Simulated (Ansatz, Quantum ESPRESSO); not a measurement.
# PtSe2 (Sudovikovite): zone-centre phonons, part 2 of 3

Aim: the zone-centre modes of PtSe2 (Sudovikovite).

Quantum ESPRESSO 8.0 development, patched; DFT LDA, scalar-relativistic, plane waves, PseudoDojo norm-conserving pseudopotentials.

So far. Step 2 (A probe with smearing): No gap opens on this mesh, so smearing is kept; the start stands at -0.59 GPa. Step 4 (Self-consistent run for the response): The cell stands at -0.0043 GPa, close enough for phonons. The relaxed cell has a = 3.742, c = 4.753 Å (conventional setting).

The database entry behind the starting cell has ideal inner coordinates that were not refined, so it need not match the best structure at ambient conditions.

**5. Zone-centre response**

At q = 0 one unit cell holds all displacements; symmetry groups them into irreducible representations that are solved one by one. With smeared occupations no response to a homogeneous field can be asked.

ph.in

```
phonons
&INPUTPH
  prefix       = 'x'
  outdir       = './tmp'
  fildyn       = 'g.dyn'
  tr2_ph       = 1.0d-18
  alpha_mix(1) = 0.4
  nmix_ph      = 8
/
0.000000000000 0.000000000000 0.000000000000
```

Started as:

```sh
$ OMP_NUM_THREADS=1 mpirun -n 8 ph.x -nk 8 -in ph.in > ph.out
```

Output:

```text
[banners, grids, parts of the stress and lines that vanish by symmetry left out]
[banner, memory and clock lines left out]
Program PHONON v.8.0dev

     Dynamical matrices for q-points given in input
     (   1q-points):
       N         xq(1)         xq(2)         xq(3)
       1   0.000000000   0.000000000   0.000000000

     ./tmp/x.save/

     IMPORTANT: XC functional enforced from input :
     Exchange-correlation= PW
                           (   1   4   0   0   0   0   0)
     Any further DFT definition will be discarded
     Please, verify this is what you really want

     G-vector sticks info

     Reading collected, re-writing distributed wavefunctions in ./tmp/

     Number and degeneracy of irreps per q-point
       N         xq(1)         xq(2)         xq(3)   N irreps
       1   0.000000000   0.000000000   0.000000000       6
        1   2   1   1   2   2

     Calculation of q =    0.0000000   0.0000000   0.0000000

     phonons

     bravais-lattice index     =            0
     lattice parameter (alat)  =       7.0706  a.u.
     unit-cell volume          =     388.8416 (a.u.)^3
     number of atoms/cell      =            3
     number of atomic types    =            2
     kinetic-energy cut-off    =      86.0000  Ry
     charge density cut-off    =     344.0000  Ry
     convergence threshold     =      1.0E-18
     beta                      =       0.4000
     number of iterations used =            8
     Exchange-correlation= PW
                           (   1   4   0   0   0   0   0)

     celldm(1)=    7.07062  celldm(2)=    0.00000  celldm(3)=    0.00000
     celldm(4)=    0.00000  celldm(5)=    0.00000  celldm(6)=    0.00000

     crystal axes: (cart. coord. in units of alat)
               a(1) = (  1.0000  0.0000  0.0000 )
               a(2) = ( -0.5000  0.8660  0.0000 )
               a(3) = (  0.0000  0.0000  1.2702 )

     reciprocal axes: (cart. coord. in units 2 pi/alat)
               b(1) = (  1.0000  0.5774 -0.0000 )
               b(2) = (  0.0000  1.1547  0.0000 )
               b(3) = (  0.0000 -0.0000  0.7873 )

     Atoms inside the unit cell:

     Cartesian axes

     site n.  atom      mass           positions (alat units)
        1  Pt    195.0840   tau(    1) = (    0.00000    0.00000    0.00000  )
        2  Se     78.9710   tau(    2) = (   -0.00000    0.57735    0.33647  )
        3  Se     78.9710   tau(    3) = (    0.50000    0.28868    0.93372  )

     Computing dynamical matrix for
                    q = (   0.0000000   0.0000000   0.0000000 )

     13 Sym.Ops. (with q -> -q+G )

     G cutoff =  435.6264  (  41837 G-vectors)     FFT grid: ( 45, 45, 54)

     number of k points=   131  Marzari-Vanderbilt smearing, width (Ry)=  0.0200

     PseudoPot. # 1 for Pt read from file:
     ./pseudo/Pt.upf
     Pseudo is Norm-conserving + core correction, Zval = 18.0
     Using radial grid of 1340 points,  8 beta functions with:
                l(1) =   0
                l(2) =   0
                l(3) =   1
                l(4) =   1
                l(5) =   2
                l(6) =   2
                l(7) =   3
                l(8) =   3

     PseudoPot. # 2 for Se read from file:
     ./pseudo/Se.upf
     Pseudo is Norm-conserving + core correction, Zval = 16.0
     Using radial grid of 1198 points,  6 beta functions with:
                l(1) =   0
                l(2) =   0
                l(3) =   1
                l(4) =   1
                l(5) =   2
                l(6) =   2

     Mode symmetry, D_3d (-3m)  point group:

     Atomic displacements:
     There are    6 irreducible representations

     Representation     1      1 modes -  To be done

     Representation     2      2 modes -  To be done

     Representation     3      1 modes -  To be done

     Representation     4      1 modes -  To be done

     Representation     5      2 modes -  To be done

     Representation     6      2 modes -  To be done

     Alpha used in Ewald sum =   2.8000

     Representation #   1 mode #   1

     Self-consistent Calculation

     The passes end when |ddv_scf|^2 is under  4.6E-19 (on this mesh; tr2_ph alone asks  1.0E-18)

     Pert. #  1: Fermi energy shift (Ry) =    -3.0833E-01     6.4623E-27

      iter #   1   av.it.:  10.4
      thresh= 1.000E-02 alpha_mix =  0.400 |ddv_scf|^2 =  1.659E-04

     Pert. #  1: Fermi energy shift (Ry) =     5.9738E-01    -4.1359E-25

      iter #   2   av.it.:  13.8
      thresh= 1.288E-03 alpha_mix =  0.400 |ddv_scf|^2 =  6.321E-05

     Pert. #  1: Fermi energy shift (Ry) =    -1.1181E-01    -3.2312E-27

      iter #   3   av.it.:  12.9
      thresh= 7.950E-04 alpha_mix =  0.400 |ddv_scf|^2 =  4.617E-06

     Pert. #  1: Fermi energy shift (Ry) =     5.2873E-02    -1.6156E-27

      iter #   4   av.it.:  13.2
      thresh= 2.149E-04 alpha_mix =  0.400 |ddv_scf|^2 =  6.857E-08

     Pert. #  1: Fermi energy shift (Ry) =     3.9933E-02    -1.6156E-27

      iter #   5   av.it.:  14.0
      thresh= 2.619E-05 alpha_mix =  0.400 |ddv_scf|^2 =  9.891E-10

     Pert. #  1: Fermi energy shift (Ry) =     4.0323E-02    -1.6156E-27

      iter #   6   av.it.:  14.0
      thresh= 3.145E-06 alpha_mix =  0.400 |ddv_scf|^2 =  5.647E-11

     Pert. #  1: Fermi energy shift (Ry) =     4.0898E-02    -1.6156E-27

      iter #   7   av.it.:  14.4
      thresh= 7.515E-07 alpha_mix =  0.400 |ddv_scf|^2 =  2.155E-12

     Pert. #  1: Fermi energy shift (Ry) =     4.1275E-02    -1.6156E-27

      iter #   8   av.it.:  14.7
      thresh= 1.468E-07 alpha_mix =  0.400 |ddv_scf|^2 =  3.968E-14

     Pert. #  1: Fermi energy shift (Ry) =     4.1296E-02    -1.6156E-27

      iter #   9   av.it.:  14.7
      thresh= 1.992E-08 alpha_mix =  0.400 |ddv_scf|^2 =  1.046E-15

     Pert. #  1: Fermi energy shift (Ry) =     4.1296E-02    -1.6156E-27

      iter #  10   av.it.:  14.4
      thresh= 3.234E-09 alpha_mix =  0.400 |ddv_scf|^2 =  2.072E-16

     Pert. #  1: Fermi energy shift (Ry) =     4.1294E-02    -1.6156E-27

      iter #  11   av.it.:  14.5
      thresh= 1.440E-09 alpha_mix =  0.400 |ddv_scf|^2 =  2.090E-18

     Pert. #  1: Fermi energy shift (Ry) =     4.1294E-02    -1.6156E-27

      iter #  12   av.it.:  14.7
      thresh= 1.446E-10 alpha_mix =  0.400 |ddv_scf|^2 =  1.221E-19

     End of self-consistent calculation

     Convergence has been achieved

     Representation #   2 modes #   2   3

     Self-consistent Calculation

     The passes end when |ddv_scf|^2 is under  1.1E-19 (on this mesh; tr2_ph alone asks  1.0E-18)
      iter #   1   av.it.:  10.5
      thresh= 1.000E-02 alpha_mix =  0.400 |ddv_scf|^2 =  8.002E-06
      iter #   2   av.it.:  15.6
      thresh= 2.829E-04 alpha_mix =  0.400 |ddv_scf|^2 =  1.130E-07
[...]
End of self-consistent calculation

     Convergence has been achieved

     Representation #   3 mode #   4

     Self-consistent Calculation

     The passes end when |ddv_scf|^2 is under  4.6E-19 (on this mesh; tr2_ph alone asks  1.0E-18)
[...]
End of self-consistent calculation

     Convergence has been achieved

     Representation #   4 mode #   5

     Self-consistent Calculation

     The passes end when |ddv_scf|^2 is under  4.6E-19 (on this mesh; tr2_ph alone asks  1.0E-18)
[...]
End of self-consistent calculation

     Convergence has been achieved

     Representation #   5 modes #   6   7

     Self-consistent Calculation

     The passes end when |ddv_scf|^2 is under  1.1E-19 (on this mesh; tr2_ph alone asks  1.0E-18)
[...]
End of self-consistent calculation

     Convergence has been achieved

     Representation #   6 modes #   8   9

     Self-consistent Calculation

     The passes end when |ddv_scf|^2 is under  1.1E-19 (on this mesh; tr2_ph alone asks  1.0E-18)
[...]
iter #   5   av.it.:  16.2
      thresh= 1.749E-06 alpha_mix =  0.400 |ddv_scf|^2 =  4.753E-12
      iter #   6   av.it.:  16.2
      thresh= 2.180E-07 alpha_mix =  0.400 |ddv_scf|^2 =  9.566E-14
      iter #   7   av.it.:  16.6
      thresh= 3.093E-08 alpha_mix =  0.400 |ddv_scf|^2 =  5.328E-15
      iter #   8   av.it.:  17.0
      thresh= 7.299E-09 alpha_mix =  0.400 |ddv_scf|^2 =  1.179E-16
      iter #   9   av.it.:  16.5
      thresh= 1.086E-09 alpha_mix =  0.400 |ddv_scf|^2 =  1.352E-18
      iter #  10   av.it.:  16.0
      thresh= 1.163E-10 alpha_mix =  0.400 |ddv_scf|^2 =  1.646E-19
      iter #  11   av.it.:  16.6
      thresh= 4.057E-11 alpha_mix =  0.400 |ddv_scf|^2 =  2.313E-21

     End of self-consistent calculation

     Convergence has been achieved

     Number of q in the star =    1
     List of q in the star:
          1   0.000000000   0.000000000   0.000000000

     Diagonalizing the dynamical matrix

     q = (    0.000000000   0.000000000   0.000000000 )

 **************************************************************************
     freq (    1) =      -0.055488 [THz] =      -1.850869 [cm-1]
     freq (    2) =      -0.055488 [THz] =      -1.850869 [cm-1]
     freq (    3) =      -0.055115 [THz] =      -1.838438 [cm-1]
     freq (    4) =       4.884186 [THz] =     162.918906 [cm-1]
     freq (    5) =       4.884186 [THz] =     162.918906 [cm-1]
     freq (    6) =       6.191717 [THz] =     206.533440 [cm-1]
     freq (    7) =       6.550762 [THz] =     218.509912 [cm-1]
     freq (    8) =       6.550762 [THz] =     218.509912 [cm-1]
     freq (    9) =       6.596519 [THz] =     220.036200 [cm-1]
 **************************************************************************

     Mode symmetry, D_3d (-3m)  point group:

     freq (   1-   1) =         -1.9  [cm-1]   --> A_2u L_2'       I
     freq (   2-   3) =         -1.9  [cm-1]   --> E_u  L_3'       I
     freq (   4-   5) =        162.9  [cm-1]   --> E_g  L_3        R
     freq (   6-   6) =        206.5  [cm-1]   --> A_1g L_1        R
     freq (   7-   8) =        218.5  [cm-1]   --> E_u  L_3'       I
     freq (   9-   9) =        220.0  [cm-1]   --> A_2u L_2'       I
```

Wall time 28 min (8 MPI ranks of Arm Neoverse V2, shared host); 3.7 h of CPU time.

This step gave:

| Item | Value |
| --- | --- |
| largest acoustic frequency at the zone centre before the sum rule | -1.85 cm⁻¹ |
| highest optical zone-centre mode (no LO-TO term) | 220.0 cm⁻¹ |
| lowest optical zone-centre mode | 162.9 cm⁻¹ |

The acoustic modes at Γ come out as far as 1.9 cm⁻¹ from zero, where they should vanish, a small numerical error.

**6. Modes with the sum rule**

A rigid shift of the crystal must cost nothing, but grids and finite bases break this; the acoustic sum rule is imposed before the matrix is diagonalised again.

dynmat.in

```
&INPUT
  fildyn = 'g.dyn'
  asr    = 'crystal'
  fileig = 'dynmat.eig'
/
```

Started as:

```sh
$ dynmat.x -in dynmat.in > dynmat.out
```

Output:

```text
[banner, memory and clock lines left out]
Program DYNMAT v.8.0dev

     Reading Dynamical Matrix from file g.dyn
     ...Force constants read
     ...epsilon and Z* not read (not found on file)
     Acoustic Sum Rule: || Z*(ASR) - Z*(orig)|| =    0.000000E+00
     Acoustic Sum Rule: ||dyn(ASR) - dyn(orig)||=    5.542183E-05
     A direction for q was not specified:TO-LO splitting will be absent

     Polarizability (A^3 units)
     multiply by 1.000000 for Clausius-Mossotti correction (not under assume_isolated = 'mt')
         0.000000    0.000000    0.000000
         0.000000    0.000000    0.000000
         0.000000    0.000000    0.000000

     IR activities are in (D/A)^2/amu units

# mode   [cm-1]    [THz]      IR
    1     -0.00   -0.0000    0.0000
    2     -0.00   -0.0000    0.0000
    3      0.00    0.0000    0.0000
    4    162.92    4.8842    0.0000
    5    162.92    4.8842    0.0000
    6    206.53    6.1917    0.0000
    7    218.51    6.5509    0.0000
    8    218.51    6.5509    0.0000
    9    220.04    6.5966    0.0000

[end of the log left out, with the tail of the file of modes that dynmat.x writes under the same name]
```

Run time: 0.45 s. Hardware: 1 thread.

Unit eigenvectors of the mass-weighted matrix after the sum rule; no LO-TO term. Modes at Γ, with each element's share of the kinetic energy:

```tsv
mode	frequency (cm⁻¹)	Pt %	Se %
1	0.0	55	45
2	0.0	55	45
3	0.0	55	45
4	162.9	0	100
5	162.9	0	100
6	206.5	0	100
7	218.5	45	55
8	218.5	45	55
9	220.0	45	55
```

Displacements in mode 5 (162.9 cm⁻¹), the largest set to 1:
```
Pt1  0.00  0.00  0.00
Se2  1.00  0.35  0.00
Se3 -1.00 -0.35  0.00
```

Displacements in mode 9 (220.0 cm⁻¹), the largest set to 1:
```
Pt1  0.00  0.00  0.81
Se2  0.00  0.00 -1.00
Se3  0.00  0.00 -1.00
```

The rule moves no optical mode by more than 0.1 cm⁻¹.

**7. Sum rules set otherwise (asr no)**

Without the rule the raw error of the acoustic modes shows.

dynmat.in

```
&INPUT
  fildyn = 'g.dyn'
  asr    = 'no'
  fileig = 'dynmat.eig'
/
```

Started as:

```sh
$ dynmat.x -in dynmat.in > dynmat.out
```

Output:

```text
[banner, memory and clock lines left out]
Program DYNMAT v.8.0dev

     Reading Dynamical Matrix from file g.dyn
     ...Force constants read
     ...epsilon and Z* not read (not found on file)
     A direction for q was not specified:TO-LO splitting will be absent

     Polarizability (A^3 units)
     multiply by 1.000000 for Clausius-Mossotti correction (not under assume_isolated = 'mt')
         0.000000    0.000000    0.000000
         0.000000    0.000000    0.000000
         0.000000    0.000000    0.000000

     IR activities are in (D/A)^2/amu units

# mode   [cm-1]    [THz]      IR
    1     -1.85   -0.0555    0.0000
    2     -1.85   -0.0555    0.0000
    3     -1.84   -0.0551    0.0000
    4    162.92    4.8842    0.0000
    5    162.92    4.8842    0.0000
    6    206.53    6.1917    0.0000
    7    218.51    6.5508    0.0000
    8    218.51    6.5508    0.0000
    9    220.04    6.5965    0.0000

[end of the log left out, with the tail of the file of modes that dynmat.x writes under the same name]
```

It took 0.44 s on 1 thread.

Zone-centre frequencies as printed; negative means imaginary. Modes:

```tsv
mode	frequency (cm⁻¹)
1	-1.85
2	-1.85
3	-1.84
4	162.9
5	162.9
6	206.5
7	218.5
8	218.5
9	220
```

Against the first rule no mode moves by more than 1.9 cm⁻¹.

**8. Sum rules set otherwise (asr simple)**

The rule can be imposed in more than one way; the choices should agree where the raw error is small.

dynmat.in

```
&INPUT
  fildyn = 'g.dyn'
  asr    = 'simple'
  fileig = 'dynmat.eig'
/
```

Started as:

```sh
$ dynmat.x -in dynmat.in > dynmat.out
```

Output:

```text
[banner, memory and clock lines left out]
Program DYNMAT v.8.0dev

     Reading Dynamical Matrix from file g.dyn
     ...Force constants read
     ...epsilon and Z* not read (not found on file)
     A direction for q was not specified:TO-LO splitting will be absent

     Polarizability (A^3 units)
     multiply by 1.000000 for Clausius-Mossotti correction (not under assume_isolated = 'mt')
         0.000000    0.000000    0.000000
         0.000000    0.000000    0.000000
         0.000000    0.000000    0.000000

     IR activities are in (D/A)^2/amu units

# mode   [cm-1]    [THz]      IR
    1     -0.00   -0.0000    0.0000
    2      0.00    0.0000    0.0000
    3      0.00    0.0000    0.0000
    4    162.94    4.8847    0.0000
    5    162.94    4.8847    0.0000
    6    206.55    6.1921    0.0000
    7    218.52    6.5510    0.0000
    8    218.52    6.5510    0.0000
    9    220.04    6.5968    0.0000

[end of the log left out, with the tail of the file of modes that dynmat.x writes under the same name]
```

Wall time 0.44 s (1 thread).

Zone-centre frequencies as printed; negative means imaginary. Modes:

```tsv
mode	frequency (cm⁻¹)
1	0
2	0
3	0
4	162.9
5	162.9
6	206.6
7	218.5
8	218.5
9	220
```

Against the first rule no mode moves by more than 0.1 cm⁻¹.

[end of part 2 of 3]

[Host names and launcher messages were left out of these logs when they were recorded.]

[Logs are printed without paths, hosts, clocks, repeated set-up lines and the standing remarks that a program may print on its own settings, such as how far it seeks lower states.]

[Hosts, paths, dates, database ids (printed as entryN), source tags and the programs' standing remarks are cut or masked in the printed files.]
